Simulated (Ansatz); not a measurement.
**Be3N2 (R3m): band gap by G0W0 on LDA**

How far does one-shot GW move the LDA gap of Be3N2 (R3m)?

Calculated with Ansatz 0.2.0; LDA, then G0W0 on it, plane waves, PAW.

**1. Set-up**

It takes space group R3m (No. 160, trigonal). The conventional cell has a = 2.840 Å, b = 2.840 Å, c = 14.599 Å, α = 90.00°, β = 90.00°, γ = 120.00°. Be has 3 N at 1.65 Å nearest. Be has 4 N at 1.66 to 1.84 Å nearest. Nearest to Be lie 4 N at 1.68 to 1.78 Å. Nearest to N lie 5 Be at 1.65 to 1.68 Å. N has 6 Be at 1.78 to 1.84 Å nearest. Farther neighbours and most contacts between anions are not listed.

The cell and positions are those that the Materials Project relaxed with its own functionals (PBE, PBE+U or r2SCAN), kept fixed.

The logs state that the PAW files were generated under PBE.

**2. The LDA band structure**

Levels along a band path and on the mesh show where this functional puts the band edges.

This step: DFT, LDA, plane waves, PAW; PAW set soft_1.

input.yaml reads:

```yaml
crystal:
  lattice:
    - [1.4198050555, 0.819724831, 4.8662156628]
    - [-1.4198050555, 0.819724831, 4.8662156628]
    - [0.0, -1.639449662, 4.8662156628]
  atoms:
    - { symbol: Be, position: [0.85900108, 0.85900108, 0.85900108] }
    - { symbol: Be, position: [0.31769456, 0.31769456, 0.31769456] }
    - { symbol: Be, position: [0.08880677, 0.08880677, 0.08880677] }
    - { symbol: "N", position: [0.20416268, 0.20416268, 0.20416268] }
    - { symbol: "N", position: [0.70843491, 0.70843491, 0.70843491] }
kpoints:
  mp_grid: { grid: [10, 10, 10] }
  band_path:
    path:
      - [[0.0, 0.0, 0.0], [-0.5, -0.5, -0.5], [-0.5, -0.1855841, -0.8144159]]
      - [[-0.1855841, 0.1855841, -0.5], [0.0, 0.0, -0.5], [0.0, 0.0, 0.0], [0.0, 0.34279205, -0.34279205]]
      - [[-0.34279205, 0.0, -0.65720795], [-0.5, 0.0, -0.5], [0.0, 0.0, 0.0]]
    npoints: 10
hamiltonian:
  xc: lda
  pseudopotentials: { kind: paw, azcp: { folder: soft_1 }, xc_functional: pbe }
scf:
  occupations: { method: fermi_dirac, width: 0.02 }
  n_extra_bands: 5
output:
  eigenvalues: true
  forces: true
  stress: true
  write_density: true
  write_potential: true
  elf: true
  volumetric_format: npy
```

On the command line:

```
$ ansatz run input.yaml --threads 2 --pin off --max-ram 73728MiB --backend cuda --events-out ev --progress --plain --runs-dir out --devices 1 --max-vram 13GiB
```

Numbers of over 12 decimals in the logs are rounded to 6 here.

Output:

```text
basis.fft_grid_basis auto: the FFT boxes are laid along the combinations [[1, -1, 0], [0, 1, 0], [0, -1, 1]] of the cell's own vectors, 2.840, 5.135 and 2.840 Å long. The dense box has 20×36×20 points. Along the cell's own vectors, as sized, it would have 36×36×36, 3.24 times as many. Of the 6 symmetry operations that the crystal satisfies within crystal.symmetry.tolerance (time reversal apart; of a slab, those that  [...]
scf.n_extra_bands = 5 over 8 filled bands (N_el = 16.0): the run solves 13 bands
GPUs: using 1 of 1 available (devices: 1).
Engine: ansatz 0.2.0, x86_64-unknown-linux-gnu
Pseudopotentials: kind: paw
Pseudopotential: Be, paw, valence charge 2, recommended cutoff 420 eV (normal), soft_1/Be.paw.azcp
Pseudopotential: N, paw, valence charge 5, recommended cutoff 420 eV (normal), soft_1/N.paw.azcp
Functional definition: SPW92
  exchange = slater_x
  correlation = pw_c
device memory: the entry about to start is reckoned to put 1.2 GiB on a device that reports 71.2 GiB free (of which the cap on the GPU budget leaves the run 13.0 GiB)
GPU FFT provider: cuFFT
GPU libraries: cuBLAS 13.8.2, cuFFT 12.4.0, cuSOLVER 12.3.4
Crystal: 5 atoms, lattice volume = 33.981 Å³
Basis set: ecut = 420 eV, 671 PW (Γ), FFT grids on a1−a2, a2, −a2+a3
Bands: 13, of which v1, the nominal top of the filled ones, is band 8 counted from 1 (7 counted from 0)
Symmetry: 6 space group operations
Space group: R3m (ITA 160), of the structure as read, at distance tolerance 3.2e-5 Å
k-points: 116 of 1000 (time reversal used)
Non-local potential: Be, projectors of the file, l = 0: 2, l = 1: 2, l = 2: 1
Non-local potential: N, projectors of the file, l = 0: 2, l = 1: 2, l = 2: 1
PAW form: soft (Blöchl's): semilocal exchange-correlation on the pseudo side does not see the compensation charge
PAW frozen core: Be, regenerated for the run's functional, and the local potential with it (the file was generated under x = pbe(κ = 0.804, μ = 0.219515), c = pbe(β = 0.066725))
PAW frozen core: N, regenerated for the run's functional, and the local potential with it (the file was generated under x = pbe(κ = 0.804, μ = 0.219515), c = pbe(β = 0.066725))
PAW one-centre angular grid: Be, 110 points (default); XC on 64 Gauss nodes
PAW one-centre angular grid: N, 110 points (default); XC on 64 Gauss nodes
Initial density: superposition of atomic densities (chi_scale 0.1, normalization cell, long waves kept (reshape's long-wave potential 0.01 eV rms))
Initial wavefunctions: pseudopotential atomic-orbital guess
GPU buffer pool allocated for 14400 grid points (all kernels)
GPU transforms: local potential and band sums: pruned to the plane-wave sphere, on 20×36×20
Functional: x = slater, c = lda
SCF iter   1: F=—  HF=-1020.105226 eV  |F-HF|=—  |Δ(HF+E_count)|=         —  Δρ=1.20e-1  dr2=5.70e0  ethr=3.10e-3  ⟨swp⟩=6.1  Hψ=9169  notcnv=0
preconditioner: auto → none  [insulator: Δε(μ)=4.431 eV  Ē_g=15.782 eV  σ=0.020 eV  W_gap=1.00  n_scr=2 (ndim 8)  ℏωp=25.5 eV  f_vac=0.000  D(μ)=0.00/eV (n_scr^D=0)  ε∞_Penn≈3.6]
SCF iter   2: F=—  HF=-1018.337313 eV  |F-HF|=—  |Δ(HF+E_count)|=    1.77e0  Δρ=3.38e-2  dr2=2.56e-1  ethr=3.10e-3  ⟨swp⟩=2.4  Hψ=3868  notcnv=0  defer=116
SCF iter   3: F=—  HF=-1018.280204 eV  |F-HF|=—  |Δ(HF+E_count)|=   5.71e-2  Δρ=1.23e-2  dr2=3.21e-2  ethr=1.60e-3  ⟨swp⟩=1.2  Hψ=2456  notcnv=0  defer=115
SCF iter   4: F=—  HF=-1018.275018 eV  |F-HF|=—  |Δ(HF+E_count)|=   5.19e-3  Δρ=1.07e-3  dr2=1.12e-3  ethr=2.01e-4  ⟨swp⟩=3.0  Hψ=2478  notcnv=0  defer=116
SCF iter   5: F=—  HF=-1018.274703 eV  |F-HF|=—  |Δ(HF+E_count)|=   3.15e-4  Δρ=3.53e-4  dr2=4.58e-5  ethr=7.03e-6  ⟨swp⟩=2.1  Hψ=2469  notcnv=0  defer=116
SCF iter   6: F=—  HF=-1018.274681 eV  |F-HF|=—  |Δ(HF+E_count)|=   2.24e-5  Δρ=9.22e-5  dr2=1.53e-6  ethr=2.86e-7  ⟨swp⟩=2.3  Hψ=2089  notcnv=0  defer=116
SCF iter   7: F=-1018.274681 eV  HF=-1018.274681 eV  |F-HF|=6.90e-9  |Δ(HF+E_count)|=   2.58e-7  Δρ=1.54e-5  dr2=3.31e-8  ethr=6.25e-10  ⟨swp⟩=13.2  Hψ=11226  notcnv=0
SCF 1 converged in 7 iterations: F = -1018.274681 eV  dr2 = 3.31e-8
  greatest PAW one-centre occupation: 0.781 electrons in one spin orbital (limit 2), on the N atom at site 3 (counted from 0), in its partial waves of l = 0
device memory: the entry about to start is reckoned to put 0.8 GiB on a device that reports 70.8 GiB free (of which the cap on the GPU budget leaves the run 13.0 GiB)
NSCF: frozen V_eff on 73 k-points, pencils in batches of 32, up to order 60
SCF converged after 7 iterations
Free energy (F): -1018.274681 eV
Harris-Foulkes:  -1018.274681 eV  (|F-HF|=6.90e-9)
Internal energy: -1018.274681 eV  (E = F + TS)
E sigma→0 (E₀):  -1018.274681 eV
Fermi energy:    9.069606 eV
--- Per-component energies (eV) ---
  E_band       = 25.242604
  E_kinetic    = 328.377011
  E_local      = -382.542433  (includes V_loc(G=0)·N_el)
  E_nonlocal   = 84.312336
  E_hartree    = 129.203885
  E_xc         = -180.532582
  E_vxc        = -215.094218  (∫ρ·V_xc dr)
  E_paw        = -402.142647  (= ΣΔE_a)
  E_vpaw       = -48.221298  (= ΣTr[D̂ρ^β])
  E_aug_tail   = 0.001668  (compensation charges beyond the density's cutoff)
  E_ewald      = -595.202868
  E_core_change = 0.250949  (= ΣΔE_core)
  E_smearing   = -0.000000  (= −TS)
  E_closure    = -0.000000  (closes the sum)
  Σ components = -1018.274681   (vs F -1018.274681, Δ=0.00e0)
--- Forces (eV/Å), atoms counted from 1 ---
  atom   1  Be     0.00000000    -0.00000000     0.01245497
  atom   2  Be     0.00000000     0.00000000    -0.04420924
  atom   3  Be     0.00000000     0.00000000     0.04386887
  atom   4  N      0.00000000    -0.00000000    -0.04585367
  atom   5  N      0.00000000     0.00000000     0.03374851
  max |Σ_I F_I| component: 9.44e-6 eV/Å
--- Stress (GPa, compression-positive) ---
       -7.503171       0.000000       0.000000
        0.000000      -7.503171      -0.000000
        0.000000      -0.000000      -7.552858
  P = ⅓ Tr σ = -7.5197 GPa (-75.197 kbar)
--- Band table (eV; the first three rows and the last of 116) ---
  k-point 0: bands = [... 4 lower, 6.5143, 7.2654, 7.7181, 7.7181, 13.8227, 15.4859, 15.8758, 15.8758, ... 1 higher]
  k-point 1: bands = [... 4 lower, 6.2887, 7.0337, 7.2222, 7.4547, 14.1969, 15.5155, 16.0763, 16.3427, ... 1 higher]
  k-point 2: bands = [... 4 lower, 5.6519, 5.7666, 6.8518, 6.9082, 14.6427, 15.0838, 16.9639, 17.4220, ... 1 higher]
  k-point 115: bands = [... 4 lower, 6.7337, 6.7337, 7.3745, 7.3745, 14.6998, 16.5010, 16.6383, 16.6383, ... 1 higher]
```

It took 8.5 s on 1 × NVIDIA H100 80GB HBM3 (shared by 6 runs) with 2 threads of AMD EPYC 7R13 (Zen 3), shared host; peak memory 0.96 GiB; 3.3 s of CPU time.

In the SCF lines HF is the Harris–Foulkes energy and dr2 the Hartree energy of the density residual, in eV; the loop may stop once dr2 is under the threshold and the program's other checks hold. Hψ counts applications of the Hamiltonian.

Numbers from this step:

- pressure: -7.520 GPa
- filled bands: 8
- gap: 2.703 eV
- valence top at: Γ
- conduction bottom at: F
- least direct gap: 3.766 eV

Over mesh and path the gap is 2.703 eV, from k = Γ to k = (-0.500, 0.000, -0.500). The least direct gap found is 3.766 eV, at k = (-0.500, 0.000, -0.500). The pressure in this cell is -8 GPa; the cell is kept.

Electronic bands along the path, in eV, zero at the top of the highest nominally filled band; v1 is the highest filled band, c1 the lowest empty one:

```csv
point,v4,v3,v2,v1,c1,c2,c3,c4
Γ,-1.20,-0.45,0.00,0.00,6.10,7.77,8.16,8.16
halfway,-1.11,-1.11,-0.15,-0.15,6.67,8.16,8.51,8.51
T,-0.98,-0.98,-0.34,-0.34,6.98,8.78,8.92,8.92
halfway,-3.97,-2.41,-1.66,-1.29,5.78,7.54,9.49,9.90
H2,-4.75,-3.70,-3.00,-1.83,4.98,6.78,9.90,11.56
jump to H0,-4.75,-3.70,-3.00,-1.83,4.98,6.78,9.90,11.56
halfway,-4.12,-3.85,-3.36,-2.16,6.13,7.41,9.12,11.09
L,-3.70,-3.08,-3.02,-2.10,5.45,6.54,10.22,10.38
halfway,-2.82,-2.24,-1.19,-1.05,6.68,7.39,9.50,10.12
Γ,-1.20,-0.45,0.00,0.00,6.10,7.77,8.16,8.16
halfway,-3.53,-3.09,-2.07,-0.65,7.09,8.02,9.32,9.69
S0,-4.89,-3.67,-3.06,-1.88,5.05,7.09,9.33,11.92
jump to S2,-4.89,-3.67,-3.06,-1.88,5.05,7.09,9.33,11.92
halfway,-4.63,-3.32,-2.23,-1.28,3.66,7.84,8.54,9.84
F,-3.51,-3.50,-1.34,-1.06,2.70,7.59,8.83,9.45
halfway,-3.13,-2.53,-0.78,-0.76,5.94,7.69,9.38,9.73
Γ,-1.20,-0.45,0.00,0.00,6.10,7.77,8.16,8.16
```

Valence density in the ac plane of the conventional cell at fractional y = 0.000, with atoms of Be and N within 0.2 Å of it. It is the smooth field of the valence electrons, not physical close to the nuclei.

Values in e/Å³, 24 rows by 14 columns, each cell a mean:
```
0.2 0.2 0.2 0.3 0.4 0.6 0.7 0.7 0.7 0.5 0.4 0.3 0.2 0.2
0.1 0.2 0.3 0.3 0.4 0.5 0.5 0.6 0.5 0.5 0.4 0.3 0.2 0.2
0.2 0.2 0.3 0.2 0.2 0.2 0.2 0.2 0.2 0.2 0.2 0.2 0.3 0.2
1.2 1.1 0.8 0.5 0.3 0.2 0.2 0.2 0.2 0.3 0.4 0.6 0.9 1.1
3.3 3.2 2.5 1.4 0.7 0.4 0.3 0.2 0.3 0.5 0.8 1.6 2.7 3.3
2.5 2.3 1.7 0.9 0.5 0.3 0.2 0.2 0.2 0.3 0.6 1.1 1.8 2.4
0.6 0.5 0.4 0.3 0.2 0.2 0.1 0.1 0.1 0.2 0.2 0.3 0.4 0.5
0.1 0.1 0.2 0.2 0.2 0.3 0.3 0.3 0.3 0.3 0.2 0.2 0.2 0.1
0.2 0.2 0.3 0.3 0.4 0.6 0.7 0.7 0.6 0.5 0.4 0.3 0.3 0.2
0.1 0.1 0.2 0.3 0.4 0.5 0.6 0.7 0.6 0.5 0.3 0.2 0.2 0.1
0.1 0.1 0.1 0.1 0.2 0.2 0.3 0.3 0.3 0.2 0.2 0.1 0.1 0.1
0.1 0.1 0.1 0.2 0.2 0.3 0.4 0.4 0.4 0.3 0.2 0.1 0.1 0.1
0.1 0.1 0.2 0.3 0.4 0.6 0.8 0.9 0.8 0.6 0.4 0.2 0.1 0.1
0.1 0.1 0.1 0.2 0.3 0.4 0.6 0.6 0.5 0.4 0.3 0.2 0.1 0.1
0.1 0.1 0.1 0.1 0.2 0.2 0.2 0.2 0.2 0.2 0.1 0.1 0.1 0.1
0.8 0.7 0.6 0.4 0.3 0.2 0.2 0.2 0.2 0.2 0.3 0.5 0.6 0.8
3.2 3.0 2.3 1.3 0.7 0.4 0.3 0.2 0.3 0.5 0.8 1.5 2.5 3.1
2.7 2.4 1.8 1.0 0.6 0.4 0.3 0.2 0.3 0.4 0.7 1.2 2.0 2.5
0.5 0.5 0.4 0.3 0.2 0.2 0.2 0.2 0.2 0.2 0.3 0.3 0.4 0.5
0.2 0.2 0.2 0.2 0.3 0.3 0.3 0.3 0.3 0.3 0.3 0.2 0.2 0.2
0.1 0.2 0.3 0.4 0.5 0.5 0.6 0.6 0.6 0.5 0.5 0.4 0.3 0.1
0.1 0.2 0.2 0.3 0.3 0.4 0.4 0.5 0.4 0.4 0.3 0.3 0.2 0.2
0.1 0.1 0.1 0.1 0.2 0.2 0.2 0.2 0.2 0.2 0.1 0.1 0.1 0.1
0.1 0.1 0.1 0.2 0.2 0.3 0.3 0.3 0.3 0.3 0.2 0.2 0.1 0.1
```
Columns run along a (2.8 Å), rows up along c (14.6 Å), edges of the conventional cell, whose origin can differ from the input's. Atoms in or near the plane, at fractional coordinates: Be at (0.00, 0.14), Be at (0.00, 0.68), Be at (0.00, 0.91), N at (0.00, 0.80), N at (0.00, 0.29).

ELF in the ac plane of the conventional cell at fractional y = 0.000, with atoms of Be and N within 0.2 Å of it. It is the smooth field of the valence electrons, not physical close to the nuclei.

Ten even steps from '_' (0.00) to '@' (0.85), each cell a mean:
```
....--++##%%%%@@%%%%**==::..
____::==**##########**--..__
::..::::------------::::....
%%%%%%##++--::..::==**##%%%%
--++%%@@%%**--::==##@@@@##==
####%%@@##++--::--**%%@@%%##
****++==--::......::--++****
______::====++++++==--::____
__..::++##%%%%%%%%##**==::..
....::==**##%%%%%%##++--::..
____....::--======--::..____
____..::==++******++--::..__
____::==**%%@@@@@@%%**--..__
____..--++##%%@@%%##++::..__
........::--====----::......
######**++--::..::==++**####
==**%%@@%%**==--==##%%@@##++
**##%%%%%%++--::--**%%@@%%**
##****++--::::..::::==++****
......--==++++++++++==::....
____..++##%%%%%%%%%%##==..__
__..::==**########****==::__
__....::::--------::::......
__....::==++++**++==--::....
```
Columns run along a (2.8 Å), rows up along c (14.6 Å), edges of the conventional cell, whose origin can differ from the input's. Atoms in or near the plane, at fractional coordinates: Be at (0.00, 0.14), Be at (0.00, 0.68), Be at (0.00, 0.91), N at (0.00, 0.80), N at (0.00, 0.29).

(Continued in part 2 of 2.)

[Paths, hosts, dates, memory and timing lines, banners, echoed tables and standing remarks are left out of the program output.]

[Logs are printed without paths, hosts, clocks, repeated set-up lines and the standing remarks that a program may print on its own settings, such as how far it seeks lower states.]

[Runs of the session that timed out or met a known fault of the program may be left out.]

[Cells called generated may have been cut or substituted from an entry of the Crystallography Open Database or the Materials Project.]

[Hosts, paths, dates, database ids (printed as entryN), source tags and the programs' standing remarks are cut or masked in the printed files.]

[Where an RPA ε∞ is given, it is that of the G0W0 mesh and is not shown converged in it. Names of k-points follow the symmetry that the program found, which can be lower than the space group named. Band edges on a path are those of the sampled points; other points can move an edge, and change direct to indirect where valleys lie close.]

[Hybrid gaps are those of their k-mesh and are not shown converged in it.]
